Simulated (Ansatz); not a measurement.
## Convergence of a linear-scaling basis for random alloy of the diamond Si-C (dilute carbon) line, x = 0.0781 (64 atoms)

Wanted: errors and times of a linear-scaling basis for random alloy of the diamond Si-C (dilute carbon) line, x = 0.0781 (64 atoms). A setting counts as converged where the r.m.s. difference of forces stays under 1 % of the r.m.s. force.

Program: Ansatz 0.2.0. Level of theory: Kohn-Sham DFT, PBE, PAW (set soft_2), plane waves. Values are calculated unless marked as measured.

### 1. Starting point

The cell holds 64 atoms: 59 Si and 5 C. Its edges and angles: a = 10.642 Å, b = 10.642 Å, c = 10.642 Å, α = 90.0°, β = 90.0°, γ = 90.0°. It derives from Si and C (diamond Si-C (dilute carbon)), repeated 2×2×2. Diamond Si-C (dilute carbon): 64 atoms, 5 of 64 Si sites given to C at random, cell and internal coordinates interpolated linearly between the end members (Vegard's rule); not relaxed, displaced by a Gaussian of 0.02 Å. Lattice constants are starting values near those of PBE.

What the set-up can't give: The host structure and its lattice constant were typed by rule, without a check against the phase diagram. The Brillouin zone is sampled at Γ only, in a cell whose shortest periodic width is 11 Å.

### 2. Plane-wave single point

The first run uses the default basis; a harder plane-wave run follows as the reference for the support functions.

The input, input.yaml:

```yaml
crystal:
  lattice:
    - [10.64176, 0.0, 0.0]
    - [0.0, 10.64176, 0.0]
    - [0.0, 0.0, 10.64176]
  atoms:
    - { symbol: Si, position: [0.00305, 0.99885, 0.99901] }
    - { symbol: Si, position: [0.12298, 0.12663, 0.12067] }
    - { symbol: Si, position: [0.00328, 0.24857, 0.2506] }
    - { symbol: Si, position: [0.12453, 0.37775, 0.37113] }
    - { symbol: Si, position: [0.24939, 0.99928, 0.25213] }
    - { symbol: Si, position: [0.37293, 0.12468, 0.37335] }
    - { symbol: Si, position: [0.25008, 0.2511, 0.99793] }
    - { symbol: Si, position: [0.37715, 0.37669, 0.12594] }
    - { symbol: Si, position: [0.00169, 0.99872, 0.49977] }
    - { symbol: Si, position: [0.12324, 0.1245, 0.626] }
    - { symbol: Si, position: [0.9987, 0.24925, 0.74871] }
    - { symbol: Si, position: [0.12341, 0.37374, 0.87498] }
    - { symbol: Si, position: [0.2479, 0.00044, 0.75312] }
    - { symbol: Si, position: [0.37639, 0.12464, 0.87333] }
    - { symbol: Si, position: [0.2486, 0.25318, 0.5001] }
    - { symbol: Si, position: [0.3738, 0.37536, 0.62895] }
    - { symbol: Si, position: [0.00023, 0.50116, 0.00056] }
    - { symbol: Si, position: [0.12434, 0.62285, 0.12434] }
    - { symbol: Si, position: [0.99961, 0.7511, 0.25158] }
    - { symbol: Si, position: [0.12675, 0.87554, 0.37666] }
    - { symbol: Si, position: [0.24858, 0.50235, 0.25096] }
    - { symbol: Si, position: [0.37444, 0.62592, 0.37486] }
    - { symbol: Si, position: [0.25213, 0.75286, 0.00411] }
    - { symbol: Si, position: [0.37238, 0.87229, 0.12405] }
    - { symbol: Si, position: [0.0003, 0.50165, 0.50059] }
    - { symbol: Si, position: [0.1212, 0.62442, 0.62656] }
    - { symbol: Si, position: [0.00043, 0.75143, 0.74958] }
    - { symbol: Si, position: [0.12462, 0.87535, 0.87577] }
    - { symbol: Si, position: [0.25037, 0.50022, 0.74874] }
    - { symbol: Si, position: [0.37571, 0.62523, 0.87712] }
    - { symbol: Si, position: [0.25225, 0.75035, 0.49929] }
    - { symbol: Si, position: [0.3738, 0.8758, 0.62515] }
    - { symbol: Si, position: [0.49935, 8.0e-05, 0.99883] }
    - { symbol: Si, position: [0.62631, 0.12416, 0.1273] }
    - { symbol: Si, position: [0.50076, 0.25112, 0.24794] }
    - { symbol: Si, position: [0.62532, 0.37639, 0.37321] }
    - { symbol: Si, position: [0.7495, 6.0e-05, 0.24742] }
    - { symbol: Si, position: [0.87559, 0.12659, 0.37338] }
    - { symbol: Si, position: [0.75066, 0.24753, 0.99993] }
    - { symbol: C, position: [0.87196, 0.37711, 0.12577] }
    - { symbol: Si, position: [0.49995, 0.99854, 0.50239] }
    - { symbol: Si, position: [0.6287, 0.12151, 0.62732] }
    - { symbol: Si, position: [0.50306, 0.25064, 0.74775] }
    - { symbol: C, position: [0.62662, 0.37466, 0.87386] }
    - { symbol: Si, position: [0.74769, 0.00103, 0.75149] }
    - { symbol: Si, position: [0.87383, 0.12598, 0.87285] }
    - { symbol: Si, position: [0.75151, 0.25009, 0.49965] }
    - { symbol: Si, position: [0.87481, 0.37663, 0.62641] }
    - { symbol: Si, position: [0.501, 0.50026, 0.00015] }
    - { symbol: Si, position: [0.62616, 0.62544, 0.12628] }
    - { symbol: Si, position: [0.49942, 0.74542, 0.25195] }
    - { symbol: Si, position: [0.62911, 0.87583, 0.37481] }
    - { symbol: C, position: [0.74974, 0.49978, 0.25003] }
    - { symbol: Si, position: [0.87289, 0.62403, 0.37313] }
    - { symbol: Si, position: [0.75047, 0.74944, 0.00093] }
    - { symbol: C, position: [0.87467, 0.87685, 0.1254] }
    - { symbol: C, position: [0.50412, 0.49644, 0.49878] }
    - { symbol: Si, position: [0.62669, 0.62975, 0.62453] }
    - { symbol: Si, position: [0.50008, 0.74957, 0.7525] }
    - { symbol: Si, position: [0.62446, 0.87628, 0.8744] }
    - { symbol: Si, position: [0.74761, 0.50059, 0.75095] }
    - { symbol: Si, position: [0.87743, 0.62479, 0.87384] }
    - { symbol: Si, position: [0.75106, 0.75045, 0.50053] }
    - { symbol: Si, position: [0.87486, 0.87718, 0.62569] }
kpoints:
  mp_grid: { grid: [1, 1, 1] }
hamiltonian:
  xc: pbe
scf:
  occupations: { method: fixed }
output:
  forces: true
  stress: true
  populations: intrinsic
  dos:
    method: { smearing: { sigma: 0.1 } }
    de: 0.1
    projected: { site_lists: { C: [C], Si: [Si] } }
  eigenvalues: true
  write_density: true
  write_potential: true
  volumetric_format: npy
  elf: true
```

Started as:

```sh
ansatz run input.yaml --threads 4 --pin off --max-ram 8192MiB --backend cpu --events-out ev --progress --plain --runs-dir out
```

Output:

```text
Engine: ansatz 0.2.0, aarch64-unknown-linux-gnu
Pseudopotentials: kind: paw
Pseudopotential: Si, paw, valence charge 4, recommended cutoff 420 eV (normal), Si.paw.azcp
Pseudopotential: C, paw, valence charge 4, recommended cutoff 420 eV (normal), C.paw.azcp
[... 5 lines on functional and potentials left out ...]
Crystal: 64 atoms, lattice volume = 1205.148 Å³
Basis set: ecut = 420 eV, 23583 PW (Γ), exchange–correlation on 144×144×144 points (8 copies of the dense FFT grid, shifted against one another)
Bands: 192, of which v1, the nominal top of the filled ones, is band 128 counted from 1 (127 counted from 0)
Symmetry: 1 space group operations
Space group: P1 (ITA 1), of the structure as read, at distance tolerance 1.1e-4 Å
k-points: 1
[... 5 lines on functional and potentials left out ...]
Initial density: superposition of atomic densities (neutral atoms: chi_scale 0, normalization atom), corrected by the library's trained network
Initial wavefunctions: pseudopotential atomic-orbital guess
Functional: x = pbe(κ = 0.804, μ = 0.219515), c = pbe(β = 0.066725)
SCF iter   1: F=—  HF=-38742.931842 eV  |F-HF|=—  |Δ(HF+E_count)|=         —  Δρ=3.31e-3  dr2=2.32e-1  ethr=1.77e-3  ⟨swp⟩=5.0  Hψ=709  notcnv=0  defer=60
preconditioner: auto → Resta (q_TF=auto, 2.107 Å⁻¹)  ε∞=5.5  [insulator: Δε(μ)=0.328 eV  Ē_g=8.089 eV  n_scr=178 (ndim 8)  ℏωp=17.1 eV  f_vac=0.000  ε∞_Penn≈5.5]
SCF iter   2: F=—  HF=-38742.891963 eV  |F-HF|=—  |Δ(HF+E_count)|=   3.99e-2  Δρ=1.91e-3  dr2=7.00e-2  ethr=9.08e-5  ⟨swp⟩=1.0  Hψ=221  notcnv=0  defer=61
SCF iter   3: F=—  HF=-38742.880610 eV  |F-HF|=—  |Δ(HF+E_count)|=   1.14e-2  Δρ=8.83e-4  dr2=1.80e-2  ethr=2.73e-5  ⟨swp⟩=2.0  Hψ=238  notcnv=0  defer=62
SCF iter   4: F=—  HF=-38742.878899 eV  |F-HF|=—  |Δ(HF+E_count)|=   1.71e-3  Δρ=3.03e-4  dr2=1.69e-3  ethr=7.02e-6  ⟨swp⟩=2.0  Hψ=253  notcnv=0  defer=62
SCF iter   5: F=—  HF=-38742.879316 eV  |F-HF|=—  |Δ(HF+E_count)|=   4.17e-4  Δρ=1.13e-4  dr2=1.89e-4  ethr=6.62e-7  ⟨swp⟩=2.0  Hψ=237  notcnv=0  defer=60
SCF iter   6: F=—  HF=-38742.879484 eV  |F-HF|=—  |Δ(HF+E_count)|=   1.68e-4  Δρ=1.18e-4  dr2=3.00e-4  ethr=7.38e-8  ⟨swp⟩=2.0  Hψ=260  notcnv=0  defer=60
SCF iter   7: F=—  HF=-38742.879420 eV  |F-HF|=—  |Δ(HF+E_count)|=   6.39e-5  Δρ=1.20e-5  dr2=1.82e-6  ethr=7.38e-8  ⟨swp⟩=2.0  Hψ=252  notcnv=0  defer=60
SCF iter   8: F=—  HF=-38742.881297 eV  |F-HF|=—  |Δ(HF+E_count)|=   1.88e-3  Δρ=7.00e-6  dr2=9.37e-7  ethr=7.11e-10  ⟨swp⟩=2.0  Hψ=320  notcnv=0  defer=60
SCF iter   9: F=-38742.881297 eV  HF=-38742.881297 eV  |F-HF|=5.04e-8  |Δ(HF+E_count)|=   1.54e-7  Δρ=2.07e-6  dr2=5.19e-8  ethr=3.91e-11  ⟨swp⟩=24.0  Hψ=2166  notcnv=0
SCF 1 converged in 9 iterations: F = -38742.881297 eV  dr2 = 5.19e-8
  greatest PAW one-centre occupation: 0.645 electrons in one spin orbital (limit 2), on the C atom at site 39 (counted from 0), in its partial waves of l = 0
SCF converged after 9 iterations
Free energy (F): -38742.881297 eV
Harris-Foulkes:  -38742.881297 eV  (|F-HF|=5.04e-8)
Internal energy: -38742.881297 eV  (E = F + TS)
E sigma→0 (E₀):  -38742.881297 eV
Fermi energy:    6.450816 eV
--- Per-component energies (eV) ---
  E_band       = 325.152452
  E_kinetic    = 2821.819347
  E_local      = -2121.815534  (includes V_loc(G=0)·N_el)
  E_nonlocal   = 1674.637723
  E_hartree    = 590.912976
  E_xc         = -3494.385865
  E_vxc        = -3052.959376  (∫ρ·V_xc dr)
  E_paw        = -30751.866722  (= ΣΔE_a)
  E_vpaw       = -178.355700  (= ΣTr[D̂ρ^β])
  E_aug_tail   = 0.000354  (compensation charges beyond the density's cutoff)
  E_ewald      = -7462.183575
  E_smearing   = -0.000000  (= −TS)
  E_closure    = 0.000000  (closes the sum)
  Σ components = -38742.881297   (vs F -38742.881297, Δ=0.00e0)
--- Forces (eV/Å), atoms counted from 1 ---
  atom   1  Si    -2.51296848    -1.25360721     1.55973928
  atom   2  Si     0.52024141    -0.22883085     0.43751516
  atom   3  Si    -1.97847111     1.75786034    -1.63007403
  atom   4  Si    -0.09074702    -0.16767347     0.60066360
  atom   5  Si    -0.23256951     0.23683104    -0.69062901
  atom   6  Si     0.49326975     0.32797910     0.54027472
  atom   7  Si     0.36675142    -0.00353382     0.14193794
  atom   8  Si    -0.46565617    -0.07873506    -0.25697656
  atom   9  Si    -0.30864199     0.32893776    -0.07677203
  atom  10  Si     0.30846877     0.14760872    -0.18039295
  atom  11  Si     0.05642317     0.19689973     0.07898627
  atom  12  Si     0.02347609     0.05359686    -0.12053749
  atom  13  Si     0.20084408     0.11897010    -0.50235355
  atom  14  Si     0.01866804     0.41390147     0.11417150
[...]
atom  63  Si     0.14520540     0.02389541    -0.31681763
  atom  64  Si     0.02749708    -0.10740138     0.07062778
  max |Σ_I F_I| component: 3.14e-5 eV/Å
--- Stress (GPa, compression-positive) ---
        3.291458      -0.057396      -0.181778
       -0.057396       3.116958       0.311820
       -0.181778       0.311820       3.298409
  P = ⅓ Tr σ = 3.2356 GPa (32.356 kbar)
--- Band table (eV) ---
  k-point 0: bands = ["-5.8779", "-4.8382", "-4.7923", "-4.7611", [... 176 levels ...], "10.6357", "10.6626", "10.6847", "10.8062", "10.8133", "10.8575", "10.8976", "10.9914", "11.0153", "11.0504", "11.0806", "11.1291"]
--- intrinsic populations: 64 sites ---
  site symbol       q [e]
     0     Si      3.8135
     1     Si      4.0158
     2     Si      3.8167
[...]
63     Si      4.0077
  spilling = 0.000000 (of n_electrons = 256.000000)
```

The job ended after 10 s (4 threads of Arm Neoverse V1, shared host; peak memory 1 GiB).

The column dr2 measures how far the density is from self-consistency, as an energy; F and HF (Harris–Foulkes) agree once it is small.

Read from the output:

```yaml
free_energy: -38742.8813 eV
free_energy_per_atom: -605.3575 eV/atom
scf_cycles: 9
pressure: 3.236 GPa
r_m_s_force_component: 0.9296 eV/Å
longest_force: 3.769 eV/Å
fermi_energy: 6.451 eV
spacing_of_highest_filled_and_lowest_empty_level: 0.2991 eV
```

The r.m.s. force component of 0.93 eV/Å sets the scale for the differences below.

### 3. Plane waves at 750 eV (750 eV)

The grid of the support functions holds more waves than the default cutoff, so they are judged against a harder plane-wave run.

input.yaml, the sections that differ from step 2:

```yaml
output:
  forces: true
  eigenvalues: true
basis:
  ecutwfc: "750 eV"
# crystal, kpoints, hamiltonian, scf: as in step 2
```

Output:

```text
[...]
Crystal: 64 atoms, lattice volume = 1205.148 Å³
Basis set: ecut = 750 eV, 56115 PW (Γ), exchange–correlation on 192×192×192 points (8 copies of the dense FFT grid, shifted against one another)
Bands: 192, of which v1, the nominal top of the filled ones, is band 128 counted from 1 (127 counted from 0)
Symmetry: 1 space group operations
[...]
k-points: 1
[...]
SCF iter   1: F=—  HF=-38742.963327 eV  |F-HF|=—  |Δ(HF+E_count)|=         —  Δρ=3.32e-3  dr2=2.33e-1  ethr=1.77e-3  ⟨swp⟩=5.0  Hψ=709  notcnv=0  defer=60
[...]
SCF iter   3: F=—  HF=-38742.911702 eV  |F-HF|=—  |Δ(HF+E_count)|=   1.13e-2  Δρ=9.01e-4  dr2=1.85e-2  ethr=2.73e-5  ⟨swp⟩=2.0  Hψ=238  notcnv=0  defer=18
automatic band count: iteration 3 solves 148 bands in place of 192: the levels show a gap, and the empty bands left out lie too high to hold charge; the band table lists the bands solved (type scf.n_extra_bands for more)
SCF iter   4: F=—  HF=-38742.909769 eV  |F-HF|=—  |Δ(HF+E_count)|=   1.93e-3  Δρ=2.93e-4  dr2=1.51e-3  ethr=7.23e-6  ⟨swp⟩=2.0  Hψ=253  notcnv=0  defer=18
[...]
SCF iter   9: F=-38742.911105 eV  HF=-38742.911105 eV  |F-HF|=4.07e-8  |Δ(HF+E_count)|=   1.29e-7  Δρ=1.91e-6  dr2=6.13e-8  ethr=3.91e-11  ⟨swp⟩=13.0  Hψ=882  notcnv=0
SCF 1 converged in 9 iterations: F = -38742.911105 eV  dr2 = 6.13e-8
[...]
SCF converged after 9 iterations
Free energy (F): -38742.911105 eV
[...]
Internal energy: -38742.911105 eV  (E = F + TS)
E sigma→0 (E₀):  -38742.911105 eV
Fermi energy:    6.450657 eV
[...]
Σ components = -38742.911105   (vs F -38742.911105, Δ=0.00e0)
--- Forces (eV/Å), atoms counted from 1 ---
  atom   1  Si    -2.51285844    -1.25350732     1.55968051
  atom   2  Si     0.52022824    -0.22883640     0.43751818
  atom   3  Si    -1.97838574     1.75774982    -1.62998380
  atom   4  Si    -0.09072923    -0.16765893     0.60067047
[...]
atom  64  Si     0.02754148    -0.10740836     0.07062103
  max |Σ_I F_I| component: 3.31e-5 eV/Å
--- Band table (eV) ---
[...]
```

Run time: 12 s. Hardware: 4 threads; peak memory 2 GiB.

Forces differ from the reference by 0.099 meV/Å r.m.s., 0.011 % of their size, well within a tolerance of 1 %; the energy by -0.47 meV/atom.

### 4. Support functions medium

The cell is solved in localised support functions. Besides, the program derives a nominal cutoff of 420 eV for this run, against the reference's 750.

This step: Kohn-Sham DFT, PBE, PAW (set soft_2), localised support functions (medium) (Ansatz 0.2.0).

input.yaml, the sections that differ from step 3:

```yaml
scf:
  occupations: { method: fixed }
  eigensolver: { kind: { support_functions: { accuracy: medium } } }
  max_iter: 150
# crystal, kpoints, hamiltonian, output: as in step 3
# basis: removed
```

Output:

```text
Warning: scf.eigensolver.kind.support_functions: disabling space-group detection — the functions' gradient is summed over unrotated k-points, so no spatial operation reduces the k-mesh or symmetrises the density; time reversal is kept, so that k and −k are solved as one point where they differ and the mesh holds both, and exact exchange and, on two spinor components, a DFT+U term hold to it where the run has them: [...]
settings of this run that can trade accuracy for cost: scf.eigensolver.kind.support_functions [...]
[...]
Crystal: 64 atoms, lattice volume = 1205.148 Å³
Basis set: ecut = 420 eV, 23583 PW (Γ), exchange–correlation on 144×144×144 points (8 copies of the dense FFT grid, shifted against one another)
Bands: 154, of which v1, the nominal top of the filled ones, is band 128 counted from 1 (127 counted from 0)
Symmetry: 1 space group operations
k-points: 1
[...]
SCF iter   1: F=—  HF=-38736.178197 eV  |F-HF|=—  |Δ(HF+E_count)|=         —  Δρ=4.42e-2  dr2=3.23e1  ethr=1.00e-1
[...]
SCF iter  10: F=—  HF=-38742.909109 eV  |F-HF|=—  |Δ(HF+E_count)|=   4.72e-4  Δρ=1.87e-5  dr2=7.09e-6  ethr=5.90e-8  κ⁻¹=2.1e-6(r=7)
SCF iter  11: F=-38742.909492 eV  HF=-38742.909492 eV  |F-HF|=1.91e-7  |Δ(HF+E_count)|=   3.83e-4  Δρ=6.90e-6  dr2=9.02e-7  ethr=2.77e-9
SCF 1 converged in 11 iterations: F = -38742.912983 eV  dr2 = 9.02e-7
[...]
SCF converged after 11 iterations
Stability not checked: this state was not tested for a lower state beside it, because the mixer in use, unlike msr1, does not test its closes by its own steps (another_mixer; see scf.mixing.algorithm and scf.lower_state_search)
Free energy (F): -38742.912983 eV
[...]
Internal energy: -38742.912983 eV  (E = F + TS)
E sigma→0 (E₀):  -38742.912983 eV
Fermi energy:    6.450677 eV
[...]
Σ components = -38742.912983   (vs F -38742.912983, Δ=0.00e0)
--- Forces (eV/Å), atoms counted from 1 ---
  atom   1  Si    -2.51282891    -1.25346841     1.55963477
  atom   2  Si     0.52026531    -0.22893686     0.43750665
  atom   3  Si    -1.97831796     1.75764300    -1.62980176
  atom   4  Si    -0.09070158    -0.16765786     0.60074505
[...]
atom  64  Si     0.02757893    -0.10741262     0.07063620
  max |Σ_I F_I| component: 6.85e-4 eV/Å
--- Band table (eV) ---
[...]
```

Wall time 46 s (4 threads); peak memory 2.1 GiB.

The program notes that the band table was not solved further than the SCF left it and it switched symmetry off.

Keys that differ from the reference: basis.ecutwfc removed, support_functions.accuracy = "medium" and scf.max_iter = 150.

Forces differ from the reference by 0.073 meV/Å r.m.s., 0.0078 % of their size, well within a tolerance of 1 %. It took 3.8 times the reference's time (shared host, so rough).

### 5. Support functions low

With localised support functions most steps grow linearly with size, though the diagonalisation grows faster unless the density matrix is cut; this run measures error and cost at this size. Besides, the program derives a nominal cutoff of 420 eV for this run, against the reference's 750.

This step: Kohn-Sham DFT, PBE, PAW (set soft_2), localised support functions (low) (Ansatz 0.2.0).

input.yaml, the sections that differ from step 4:

```yaml
scf:
  occupations: { method: fixed }
  eigensolver: { kind: { support_functions: { accuracy: low } } }
  max_iter: 150
# crystal, kpoints, hamiltonian, output: as in step 4
```

Output:

```text
[...]
Crystal: 64 atoms, lattice volume = 1205.148 Å³
Basis set: ecut = 420 eV, 23583 PW (Γ), exchange–correlation on 144×144×144 points (8 copies of the dense FFT grid, shifted against one another)
Bands: 154, of which v1, the nominal top of the filled ones, is band 128 counted from 1 (127 counted from 0)
Symmetry: 1 space group operations
k-points: 1
[...]
SCF iter   1: F=—  HF=-38736.178197 eV  |F-HF|=—  |Δ(HF+E_count)|=         —  Δρ=4.42e-2  dr2=3.23e1  ethr=1.00e-1
[...]
SCF iter   9: F=—  HF=-38742.908637 eV  |F-HF|=—  |Δ(HF+E_count)|=   6.37e-4  Δρ=8.46e-5  dr2=1.51e-4  ethr=2.10e-7  κ⁻¹=3.5e-6(r=7)
SCF iter  10: F=-38742.909107 eV  HF=-38742.909109 eV  |F-HF|=2.26e-6  |Δ(HF+E_count)|=   4.72e-4  Δρ=1.87e-5  dr2=7.09e-6  ethr=5.90e-8
SCF 1 converged in 10 iterations: F = -38742.912980 eV  dr2 = 7.09e-6
[...]
SCF converged after 10 iterations
[...]
Free energy (F): -38742.912980 eV
[...]
Internal energy: -38742.912980 eV  (E = F + TS)
E sigma→0 (E₀):  -38742.912980 eV
Fermi energy:    6.450606 eV
[...]
Σ components = -38742.912980   (vs F -38742.912980, Δ=0.00e0)
--- Forces (eV/Å), atoms counted from 1 ---
  atom   1  Si    -2.51282763    -1.25344864     1.55965434
  atom   2  Si     0.52030173    -0.22898292     0.43768023
  atom   3  Si    -1.97840762     1.75770173    -1.63015395
  atom   4  Si    -0.09061479    -0.16763479     0.60079897
[...]
atom  64  Si     0.02750856    -0.10738247     0.07068146
  max |Σ_I F_I| component: 4.83e-4 eV/Å
--- Band table (eV) ---
[...]
```

Run time: 43 s. Hardware: 4 threads; peak memory 2.1 GiB.

Keys that differ from the reference: basis.ecutwfc removed, support_functions.accuracy = "low" and scf.max_iter = 150.

Forces differ from the reference by 0.14 meV/Å r.m.s., 0.015 % of their size, well within a tolerance of 1 %. It took 3.5 times the reference's time (shared host, so rough).

(Part 1 of 3 ends here.)

[Long decimals in the printed logs are rounded to 6 places.]

[Logs are printed without paths, hosts, clocks, repeated set-up lines and the standing remarks that a program may print on its own settings, such as how far it seeks lower states.]

[Hosts, paths, dates, database ids (printed as entryN), source tags and the programs' standing remarks are cut or masked in the printed files.]
